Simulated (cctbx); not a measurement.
# From intensities to atoms

Cell a = 4.9600 Å, b = 5.3950 Å, c = 7.1500 Å, α = 90.00°, β = 90.00°, γ = 90.00°; space group Imma (no. 74); content Cd4 Mo4 Cr4.

The data are simulated with cctbx, not measured: Ag Kα, λ = 0.56087 Å, to d = 0.8 Å, 80 % of the full sphere, strongest reflection 5000 counts, noise from counting, a 3 % proportional error and a noise floor of 4 counts (s.d.); no absorption.

Charge flipping in P1 on plain amplitudes to 0.8 Å, δ = 1.2 σ, 10 % of the reflections treated as weak, 100 cycles:

```text
cycle      R  skewness
    0  0.545     0.40
    8  0.262     3.89
   16  0.169     3.58
   24  0.164     3.38
   32  0.161     3.30
   40  0.163     3.18
   48  0.170     3.17
   56  0.171     3.13
   64  0.169     3.16
   72  0.170     3.15
   80  0.167     3.12
   88  0.180     3.20
   96  0.169     3.14
origin shift          correlation  skewness
 0.438  0.256  0.155      0.912      4.83
 0.189  0.256  0.155      0.911      4.52
 0.183  0.262  0.047      0.864      3.49
 0.431  0.262  0.048      0.855      3.28
taken: symmetry correlation 0.912, skewness 4.83
peak      x       y       z  mult  height/sigma
Q1    0.2500  0.2500  0.2500    4     13.7
Q2    0.0000  0.2500  0.8766    4      7.9
Q3    0.0000  0.0000  0.5000    4      5.1
Q4    0.0000  0.2500  0.6230    4      3.2
Q5    0.1230  0.0664  0.8571   16      1.5
Q6    0.0000  0.2500  0.4659    4      1.3
Q7    0.2172  0.2500  0.0757    8      1.3
Q8    0.1328  0.1221  0.3868   16      1.2
```

The origin is taken among those within 0.04 of the best correlation, by the skewness of the map.

It took 0.45 s on 1 thread of Arm Neoverse N1, on a shared host, peak memory 0.07 GiB.

**Question.** Which peaks are atoms, and which elements?

Heights go roughly as Z and multiplicities must add up to the content. First model: Q1 = Cd1 (4 in the cell, height 13.7), Q2 = Mo1 (4 in the cell, height 7.9) and Q3 = Cr1 (4 in the cell, height 5.1). Against the true structure, Q1 is Cd, Q2 is Mo and Q3 is Cr; the other peaks are not atoms.

Least squares on F², isotropic:

```text
Rint 0.032, 125 unique reflections to 0.80 A
cycle     R1     wR2    GooF  max shift (A)
   1  0.0980  0.2112   7.758   0.01651
   2  0.0199  0.0491   1.802   0.00000
final R1 0.0199 wR2 0.0491 GooF 1.802  parameters 4  data/parameter 31.2
atom        x        y        z      Ueq    occ   su(xyz)  su(Uiso or U11)
Cd1    0.25000  0.25000  0.25000   0.0076  1.000  0.00000  0.0003
Mo1    0.00000  0.25000  0.87429   0.0083  1.000  0.00016  0.0003
Cr1    0.00000  0.00000  0.50000   0.0091  1.000  0.00000  0.0004
difference map: max 1.34 min -1.96 rms 0.27
Q1    0.1523  0.2500  0.2530    8    1.50  0.49 A from Cd1
Q2    0.0940  0.2500  0.8725    8    1.18  0.47 A from Mo1
Q3    0.0000  0.0090  0.4283    8    0.96  0.52 A from Cr1
Q4    0.2500  0.2500  0.7500    4    0.80  1.53 A from Mo1
Q5    0.0000  0.1333  0.5977    8    0.59  1.00 A from Cr1
```

Anisotropic refinement:

```text
Rint 0.032, 125 unique reflections to 0.80 A
cycle     R1     wR2    GooF  max shift (A)
   1  0.0199  0.0491   1.865   0.00035
   2  0.0104  0.0232   0.882   0.00000
final R1 0.0104 wR2 0.0232 GooF 0.882  parameters 12  data/parameter 10.4
atom        x        y        z      Ueq    occ   su(xyz)  su(Uiso or U11)
Cd1    0.25000  0.25000  0.25000   0.0074  1.000  0.00000  0.0002
Mo1    0.00000  0.25000  0.87434   0.0082  1.000  0.00008  0.0003
Cr1    0.00000  0.00000  0.50000   0.0088  1.000  0.00000  0.0005
difference map: max 0.66 min -0.34 rms 0.15
Q1    0.2500  0.2500  0.7500    4    0.72  1.53 A from Mo1
Q2    0.2039  0.2500  0.3877    8    0.63  1.01 A from Cd1
Q3    0.0000  0.1142  0.5910    8    0.59  0.90 A from Cr1
Q4    0.0000  0.2500  0.4332    4    0.44  1.43 A from Cr1
Q5    0.0000  0.0770  0.2114    8    0.39  1.58 A from Cd1
Q6    0.2500  0.0671  0.7500    8    0.38  1.71 A from Cd1
```

**Reading.** The refinement ends at R1 = 0.0104, wR2 = 0.0232, GooF = 0.88, with difference density between -0.34 and 0.66 e/Å³. Every site matches the true model in element, within 0.001 Å r.m.s., up to an allowed shift of origin.

True model:

| atom | mult. | x | y | z | Ueq (Å²) |
| --- | --- | --- | --- | --- | --- |
| Cd1 | 4 | 3/4 | 3/4 | 1/4 | 0.0074 |
| Mo1 | 4 | 1/2 | 1/4 | 0.3744 | 0.0082 |
| Cr1 | 4 | 1/2 | 0 | 0 | 0.0090 |

The model was made for the exercise: a known structure type with other elements put in, its volume estimated, not relaxed; displacement parameters are assumed.

[Middle refinement cycles are left out of these outputs.]

[Logs are printed without paths, hosts, clocks, repeated set-up lines and the standing remarks that a program may print on its own settings, such as how far it seeks lower states.]
